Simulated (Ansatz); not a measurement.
# Optical response of Al2Pt, part 2 of 2

Aim: the dielectric function of Al2Pt, and the optical constants that follow from it. The cell comes from an older database entry, whose edges can differ from later determinations, mostly by under a per cent.

Ansatz 0.2.0; DFT, PBE, plane-wave PAW, default files, scalar-relativistic, independent-particle optical response without local fields.

So far. Step 2 (Ground state and bands): There are states at the Fermi level within the smearing, so the occupations stay smeared and the carriers get a Drude term. The cell is left with a pressure of 2.5 GPa, as it stands unrelaxed at this level.

The database entry behind the starting cell differs from other determinations of this structure, so it need not match the best structure at room temperature.

## Step 3: Spectrum (continued)

Table of refractive index n and extinction k by photon energy:

| photon energy (eV) | n | k |
| --- | --- | --- |
| 0.5 | 1.03 | 15.1 |
| 1.0 | 1.99 | 7.89 |
| 1.5 | 0.779 | 5.53 |
| 2.0 | 0.507 | 3.69 |
| 2.5 | 0.553 | 2.17 |
| 3.0 | 1.64 | 0.995 |
| 3.5 | 2.87 | 1.58 |
| 4.0 | 2.59 | 2.40 |
| 4.5 | 2.01 | 2.80 |
| 5.0 | 1.27 | 2.37 |
| 5.5 | 1.12 | 1.95 |
| 6.0 | 1.13 | 1.58 |
| 6.5 | 1.33 | 1.40 |
| 7.0 | 1.33 | 1.34 |
| 7.5 | 1.54 | 1.30 |
| 8.0 | 1.73 | 1.38 |
| 8.5 | 1.66 | 2.01 |
| 9.0 | 0.956 | 1.84 |
| 9.5 | 1.02 | 1.48 |
| 10.0 | 1.02 | 1.53 |
| 10.5 | 0.899 | 1.44 |
| 11.0 | 0.844 | 1.44 |
| 11.5 | 0.743 | 1.34 |
| 12.0 | 0.660 | 1.25 |
| 12.5 | 0.643 | 1.15 |
| 13.0 | 0.635 | 1.07 |
| 13.5 | 0.596 | 1.03 |
| 14.0 | 0.546 | 0.977 |
| 14.5 | 0.487 | 0.838 |
| 15.0 | 0.572 | 0.729 |
| 15.5 | 0.582 | 0.739 |
| 16.0 | 0.585 | 0.660 |
| 16.5 | 0.619 | 0.629 |
| 17.0 | 0.628 | 0.586 |
| 17.5 | 0.657 | 0.574 |
| 18.0 | 0.652 | 0.562 |
| 18.5 | 0.632 | 0.499 |
| 19.0 | 0.698 | 0.511 |
| 19.5 | 0.638 | 0.554 |
| 20.0 | 0.586 | 0.449 |

Values under 1 per cm are given as 1. The absorption coefficient, any direction by photon energy:

photon energy (eV), log10 absorption coefficient, any direction (1/cm) and a bar from the least value:
```
    0.500        5.9 ################
    1.000        5.9 #################
    1.500        5.9 ##################
    2.000        5.9 ################
    2.500        5.7 ##########
    3.000        5.5 
    3.500        5.7 ###########
    4.000        6.0 ####################
    4.500        6.1 #########################
    5.000        6.1 ########################
    5.500        6.0 ######################
    6.000        6.0 ####################
    6.500        6.0 ###################
    7.000        6.0 ####################
    7.500        6.0 ####################
    8.000        6.0 #######################
    8.500        6.2 ##############################
    9.000        6.2 ##############################
    9.500        6.2 ###########################
   10.000        6.2 ############################
   10.500        6.2 ############################
   11.000        6.2 #############################
   11.500        6.2 ############################
   12.000        6.2 ############################
   12.500        6.2 ###########################
   13.000        6.1 ##########################
   13.500        6.2 ###########################
   14.000        6.1 ##########################
   14.500        6.1 ########################
   15.000        6.0 ######################
   15.500        6.1 #######################
   16.000        6.0 ######################
   16.500        6.0 #####################
   17.000        6.0 #####################
   17.500        6.0 #####################
   18.000        6.0 #####################
   18.500        6.0 ###################
   19.000        6.0 ####################
   19.500        6.0 ######################
   20.000        6.0 ###################
```

Table of reflectivity at normal incidence, any direction by photon energy; read off at these points:

photon energy (eV), reflectivity at normal incidence, any direction (%) and a bar from the least value:
```
     0.50       98.2 ##############################
     1.00       88.8 ###########################
     1.50       90.8 ###########################
     2.00       87.2 ##########################
     2.50       68.9 ####################
     3.00       17.6 ##
     3.50       34.3 ########
     4.00       44.5 ###########
     4.50       52.4 ##############
     4.75       56.3 ################
     5.00       52.7 ##############
     5.50       46.0 ############
     6.00       35.7 ########
     6.50       27.9 ######
     7.00       26.4 #####
     7.50       24.4 #####
     8.00       26.0 #####
     8.50       40.2 ##########
     8.80       47.5 #############
     9.00       47.0 ############
     9.50       34.9 ########
    10.00       36.4 #########
    10.50       36.7 #########
    11.00       38.2 #########
    11.50       38.5 #########
    12.00       39.0 ##########
    12.50       36.0 #########
    13.00       33.3 ########
    13.50       34.1 ########
    14.00       34.7 ########
    14.50       33.2 ########
    15.00       23.8 ####
    15.50       23.6 ####
    16.00       20.6 ###
    16.50       17.9 ##
    17.00       16.1 ##
    17.50       14.6 #
    18.00       14.3 #
    18.50       13.2 #
    19.00       11.2 
    19.50       14.6 #
    20.00       13.7 #
```

Optical constants at common wavelengths, from n + ik = √ε:

| wavelength (nm) | n | k | R (%) | 1/α |
| --- | --- | --- | --- | --- |
| 1064 | 1.51 | 7.239 | 89.7 | 12 nm |
| 633 | 0.52 | 3.814 | 87.7 | 13 nm |
| 532 | 0.48 | 2.698 | 79.7 | 16 nm |
| 450 | 0.96 | 1.414 | 34.2 | 25 nm |
| 405 | 1.83 | 0.958 | 18.1 | 34 nm |
| 365 | 2.75 | 1.335 | 30.6 | 22 nm |
| 248 | 1.27 | 2.367 | 52.7 | 8.3 nm |

In reflection the computed colour is yellow: x = 0.368, y = 0.411, luminous reflectivity 81 %.

## Step 4: What came out

| Item | Value |
| --- | --- |
| gap on the path | 0 eV |
| main peak of the optical conductivity above 1 eV, first axis | 8.47 eV |
| Drude plasma energy, first axis | 7.95 eV |

What this shows: At this level (PBE, independent particles) Al2Pt is a metal with a Drude plasma energy of 7.9 eV; it reflects 82 % at 550 nm. Along x the bare Drude plasma energy is 7.9 eV; Re ε first rises through zero at 2.85 eV, far lower, because interband transitions screen the carriers. Im ε is 2.9 there, so the loss peak at that energy is weak. In reflection the computed colour is yellow: x = 0.368, y = 0.411, luminous reflectivity 81 %. In the base run ε includes the program's bounded estimate of what the bands above those summed add. The carriers' damping of 0.03 eV is typed, not computed; at 0.8 eV the carriers give 12 % of Im ε, the rest is interband. Spin-orbit coupling is left out although heavy atoms are present. The Fermi-Dirac width of 0.1 eV acts as an electron temperature of 1200 K in the carriers' term.

[Long decimals in the printed logs are rounded to 6 places.]

[Logs are printed without paths, hosts, clocks, repeated set-up lines and the standing remarks that a program may print on its own settings, such as how far it seeks lower states.]

[Hosts, paths, dates, database ids (printed as entryN), source tags and the programs' standing remarks are cut or masked in the printed files.]

[Where the starting crystal was built by hand or by swapping elements, it need not be the compound's stable phase.]

[The count of steps not shown may lack steps that the program refused or didn't finish.]
